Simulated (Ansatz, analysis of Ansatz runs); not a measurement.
# A hop of Li in Li2CdCl4 (Imma), charge −1, part 2 of 2

Wanted: path and barrier of a jump of Li in Li2CdCl4 (Imma) at charge −1. The case: V_Li hop (4.4 Å), in a cell of 56 host atoms with 1 Li taken out.

Ansatz 0.2.0; plane-wave PAW DFT, HSE06; nudged elastic band between two relaxed defect structures at fixed charge in a uniform background.

So far, barrier forward (eV): step 4 (nudged elastic band, charge −1) 0.105.

**5. Single point at the start point, PBEsol**

Three single points with PBEsol show how much the barrier depends on that choice; lattice and path are kept. The start is shown; top and end are run alike.

This step: plane-wave PAW DFT, PBEsol; single point of a defect supercell on a structure of the HSE06 path.

The input, qm1.start.pbesol/input.yaml:

```yaml
crystal:
  lattice:
    - [0.0, 7.62069283, 10.46883193]
    - [7.38022985, 0.0, 10.46883193]
    - [7.38022985, 7.62069283, 0.0]
  atoms:
    - { symbol: Li, position: [0.19638071, 0.44513139, 0.05416668] }
    - { symbol: Li, position: [0.69633294, 0.94582756, 0.55366306] }
[... 2 atom lines left out ...]
    - { symbol: Li, position: [0.37326975, 0.87684323, 0.87945979] }
[... 9 atom lines left out ...]
    - { symbol: Li, position: [0.80167166, 0.55543216, 0.94824081] }
[... 2 atom lines left out ...]
    - { symbol: Cd, position: [0.49898547, 0.50170394, 0.005299] }
    - { symbol: Cd, position: [0.74683292, 0.74632609, 0.25412801] }
[... 2 atom lines left out ...]
    - { symbol: Cd, position: [0.49718102, -0.00392016, 0.00316611] }
    - { symbol: Cd, position: [0.74570038, 0.25577284, 0.25067759] }
[... 2 atom lines left out ...]
    - { symbol: Cl, position: [0.64366748, 0.61208801, 0.38829171] }
[... 6 atom lines left out ...]
    - { symbol: Cl, position: [0.36203065, 0.89393622, 0.10616623] }
[... 3 atom lines left out ...]
    - { symbol: Cl, position: [0.50010593, 0.49439066, 0.25015509] }
[... 5 atom lines left out ...]
    - { symbol: Cl, position: [0.75205171, 0.7519705, 0.99891849] }
[... 3 atom lines left out ...]
    - { symbol: Cl, position: [0.88394545, 0.36326191, 0.13527003] }
[... 6 atom lines left out ...]
    - { symbol: Cl, position: [0.61487209, 0.63177031, 0.86653546] }
    - { symbol: Cl, position: [0.86220349, 0.87895755, 0.1218973] }
total_charge: -1
basis:
  ecutwfc: 420
  xc_grid: 2
hamiltonian:
  xc: pbesol
kpoints:
  mp_grid: { grid: [1, 1, 1], shift: [0.25, 0.25, 0.25] }
scf:
  occupations: { method: fixed }
  max_iter: 120
output:
  forces: true
  eigenvalues: true
checkpoint:
  write: "../qm1.start.pbesol.run"
  compress: false
  write_wavefunctions: false
  write_every: 100000
```

On the command line:

```sh
$ ansatz run input.yaml --threads 32 --pin off --max-ram 84787MiB --backend cuda --events-out ev --progress --plain --runs-dir out --max-vram 78GiB
```

Numbers of over 12 decimals in the logs are rounded to 6 here.

The program printed:

```text
[...]
Crystal: 55 atoms, lattice volume = 1177.586 Å³
Basis set: ecut = 420 eV, 23051 PW (Γ), exchange–correlation on 180×180×144 points (8 copies of the dense FFT grid, shifted against one another)
Bands: 270, of which v1, the nominal top of the filled ones, is band 215 counted from 1 (214 counted from 0)
[...]
k-points: 1
[...]
automatic band count: iteration 3 solves 249 bands in place of 270: the levels show a gap, and the empty bands left out lie too high to hold charge; the band table lists the bands solved (type scf.n_e [...]
[...]
SCF iter   7: F=—  HF=-102540.546175 eV  |F-HF|=—  |Δ(HF+E_count)|=   8.34e-6  Δρ=1.15e-5  dr2=1.32e-6  ethr=1.30e-9  ⟨swp⟩=2.0  Hψ=438  notcnv=0  defer=26
SCF iter   8: F=-102540.546176 eV  HF=-102540.546176 eV  |F-HF|=1.13e-7  |Δ(HF+E_count)|=   7.89e-7  Δρ=2.57e-6  dr2=8.14e-8  ethr=2.33e-11  ⟨swp⟩=16.0  Hψ=1577  notcnv=0
SCF 1 converged in 8 iterations: F = -102540.546176 eV  dr2 = 8.14e-8
[...]
SCF converged after 8 iterations
Free energy (F): -102540.546176 eV
[...]
Fermi energy:    2.504548 eV
[...]
--- Forces (eV/Å), atoms counted from 1 ---
[...]
--- Band table (eV) ---
[...]
```

The job ended after 1.7 s (1 × NVIDIA GB200 with 32 threads of Arm Neoverse V2, shared host; peak memory 1.4 GiB).

Numbers from this step:

```
free energy : -102540.5462 eV
```

**6. Barrier from single points, PBEsol**

Analysis of the runs above: barrier from PBEsol single points on the HSE06 path.

It gives:

```
barrier forward  : 0.07930 eV
barrier backward : 0.07957 eV
end less start   : -2.72e-4 eV
```

This gives 0.079 eV against the band's 0.105 eV.

**7. Single point at the top of the path, HSE06**

A single point at the top of the band gives the levels near the gap and the populations there.

This step: plane-wave PAW DFT, HSE06; single point of a defect supercell on a structure of the HSE06 path.

The input, qm1.top.probe/input.yaml:

```yaml
crystal:
  lattice:
    - [0.0, 7.62069283, 10.46883193]
    - [7.38022985, 0.0, 10.46883193]
    - [7.38022985, 7.62069283, 0.0]
  atoms:
    - { symbol: Li, position: [0.1953358, 0.44540575, 0.05637976] }
    - { symbol: Li, position: [0.69391542, 0.94687913, 0.5549432] }
[... 2 atom lines left out ...]
    - { symbol: Li, position: [0.37835752, 0.87212643, 0.87187937] }
[... 9 atom lines left out ...]
    - { symbol: Li, position: [0.53409621, 0.66605053, 1.21613199] }
[... 2 atom lines left out ...]
    - { symbol: Cd, position: [0.50291151, 0.50211773, -0.00522699] }
    - { symbol: Cd, position: [0.75241686, 0.74968935, 0.24774223] }
[... 2 atom lines left out ...]
    - { symbol: Cd, position: [0.50282293, -0.00057495, -0.00216695] }
    - { symbol: Cd, position: [0.75582959, 0.24936442, 0.24731463] }
[... 2 atom lines left out ...]
    - { symbol: Cl, position: [0.63923988, 0.61677729, 0.38249906] }
[... 6 atom lines left out ...]
    - { symbol: Cl, position: [0.36784771, 0.888249, 0.11100284] }
[... 3 atom lines left out ...]
    - { symbol: Cl, position: [0.50164716, 0.49685088, 0.24863797] }
[... 5 atom lines left out ...]
    - { symbol: Cl, position: [0.74493778, 0.75401571, 1.00569178] }
[... 3 atom lines left out ...]
    - { symbol: Cl, position: [0.88359127, 0.3604287, 0.14401832] }
[... 6 atom lines left out ...]
    - { symbol: Cl, position: [0.60642253, 0.63742026, 0.86706519] }
    - { symbol: Cl, position: [0.86489439, 0.88312109, 0.11788643] }
total_charge: -1
basis:
  ecutwfc: 420
  xc_grid: 2
hamiltonian:
  xc: hse06
kpoints:
  mp_grid: { grid: [1, 1, 1], shift: [0.25, 0.25, 0.25] }
scf:
  occupations: { method: fixed }
  max_iter: 120
output:
  forces: true
  eigenvalues: true
  eigenstates: { localisation: true }
  populations: true
  write_density: true
  write_potential: true
  volumetric_format: npy
  elf: true
checkpoint:
  write: "../qm1.top.probe.run"
  compress: false
  write_wavefunctions: false
  write_every: 100000
```

The program printed:

```text
[...]
Crystal: 55 atoms, lattice volume = 1177.586 Å³
Basis set: ecut = 420 eV, 23051 PW (Γ), exchange–correlation on 180×180×144 points (8 copies of the dense FFT grid, shifted against one another)
Bands: 270, of which v1, the nominal top of the filled ones, is band 215 counted from 1 (214 counted from 0)
[...]
k-points: 1
[...]
hybrid outer 1: dexx = +1.041e-1 eV, tail = 1.36e-4 eV
[...]
SCF 3 converged in 4 iterations: F = -103782.781665 eV  dr2 = 7.69e-9
[...]
--- Band table (eV) ---
[...]
--- Löwdin populations: 55 sites ---
[...]
spilling = 0.004958 (of n_electrons = 430.000000)
[...]
```

The job ended after 7.9 s (1 × NVIDIA GB200 with 32 threads; peak memory 2.4 GiB).

Numbers from this step:

```
free energy : -103782.7817 eV
```

From eigenstates.tsv, first k-point; energies on the run's zero. The participation number counts the atoms that a state is spread over, of 55; bands count from 0.

| spin | band | energy (eV) | occupation | participation | largest share on | share |
| --- | --- | --- | --- | --- | --- | --- |
| both | 209 | 1.402 | 2.00 | 20.8 | Cl54 | 0.12 |
| both | 210 | 1.447 | 2.00 | 22.7 | Cl32 | 0.09 |
| both | 211 | 1.490 | 2.00 | 22.2 | Cl27 | 0.10 |
| both | 212 | 1.514 | 2.00 | 22.9 | Cl48 | 0.11 |
| both | 213 | 1.567 | 2.00 | 17.0 | Cl47 | 0.18 |
| both | 214 | 1.623 | 2.00 | 24.2 | Cl54 | 0.12 |
| both | 215 | 7.098 | 0.00 | 33.1 | Cd19 | 0.05 |
| both | 216 | 7.583 | 0.00 | 29.1 | Cd20 | 0.06 |
| both | 217 | 8.165 | 0.00 | 24.7 | Cd19 | 0.10 |
| both | 218 | 8.178 | 0.00 | 22.6 | Cd17 | 0.12 |
| both | 219 | 8.267 | 0.00 | 23.9 | Cd22 | 0.09 |

Under HSE06 at one point at (¼, ¼, ¼), the highest filled state is spread over 24 of 55 atoms, and the lowest empty one, 5.47 eV above it, is spread over 33 of 55 atoms.

The distance between the highest filled and the lowest empty level goes from 5.44 eV at the start to 5.47 eV at the top.

**8. Summary of results**

| Property | Result |
| --- | --- |
| barrier forward | 0.10 eV (in doubt, see below) |
| barrier backward | 0.11 eV |
| end less start | 0.00 eV |
| hop length | 4.27 Å |
| band iterations, as the log counts them | 4 |
| barrier from single points, PBEsol | 0.08 eV (in doubt, see below) |

The top of the band lies 0.10 eV above the start and 0.11 eV above the end, which are alike in energy and neighbours. The path has 2 maxima, and only the highest was climbed; it lies 0.06 eV above the dip at image 2. In at least one step between neighbouring images a covalent bond changes partner or an atom goes far. The images sample such a step coarsely, so the top may lie higher. Across functionals on this path (HSE06 0.105 and PBEsol 0.079 eV) the forward values spread by 0.025 eV. The order of the top as a saddle was not checked for all atoms, so a bent path could be lower. No image-charge correction is applied; it largely cancels along a path if the charge stays localised alike. Limits: one k-point off the zone centre stands for the whole zone; spin–orbit coupling, which can matter with heavy atoms, is left out.

[Logs are printed without paths, hosts, clocks, repeated set-up lines and the standing remarks that a program may print on its own settings, such as how far it seeks lower states.]

[Hosts, paths, dates, database ids (printed as entryN), source tags and the programs' standing remarks are cut or masked in the printed files.]
